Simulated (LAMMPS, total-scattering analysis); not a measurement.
# zinc-blende solid solution (Te0.41,S0.17,Se0.42)Hg: Uiso of S against temperature

Simulated by classical molecular dynamics (LAMMPS) with the Stillinger-Weber II-VI potential (Zhou et al., Phys. Rev. B 88, 085309 (2013)); 512 atoms, zero pressure, classical nuclei. Uiso is the variance of an atom's position about its mean, per direction. The potential was fitted to tetrahedral crystals; it favours four neighbours in the liquid and keeps the solid to temperatures at which the real compounds have long melted or sublimed.

| T (K) | Uiso of S (Å²) |
| --- | --- |
| 200 | 0.0060 |
| 300 | 0.0093 |
| 520 | 0.0162 |
| 1200 | ? |
| 1380 | 0.0654 |

**Task.** Fit U/T against T with a straight line, read an effective Debye temperature from it, and predict the withheld row.

U/T in 10⁻⁵ Å²/K: 3.000 at 200 K, 3.100 at 300 K, 3.115 at 520 K, 4.739 at 1380 K. The means are 600 K and 3.489; Σ(x − x̄)(y − ȳ) = 1317.2 and Σ(x − x̄)² = 8.648e+05, so the slope is 1.523e-03 per K and the intercept 2.575.

The intercept is the harmonic part: U = 3ħ²T/(M k θ²) with 3ħ²/(k u Å²) = 145.5 K and M = 32.06 u gives θ = √(145.5/(32.06 × 2.575×10⁻⁵)) = 420 K, an effective value for this element. The slope is the anharmonic part, expansion included: by 1380 K it adds 82 % to U.

At 1200 K, U = 1200 × (2.575 + 1.828)×10⁻⁵ = 0.0528 Å²; the run gave 0.0492, a miss of +7.3 %. The hottest row pulls the line up: U/T is flatter at low T and steepens toward melting, which may be superheated here, so the intercept is low and θ high.
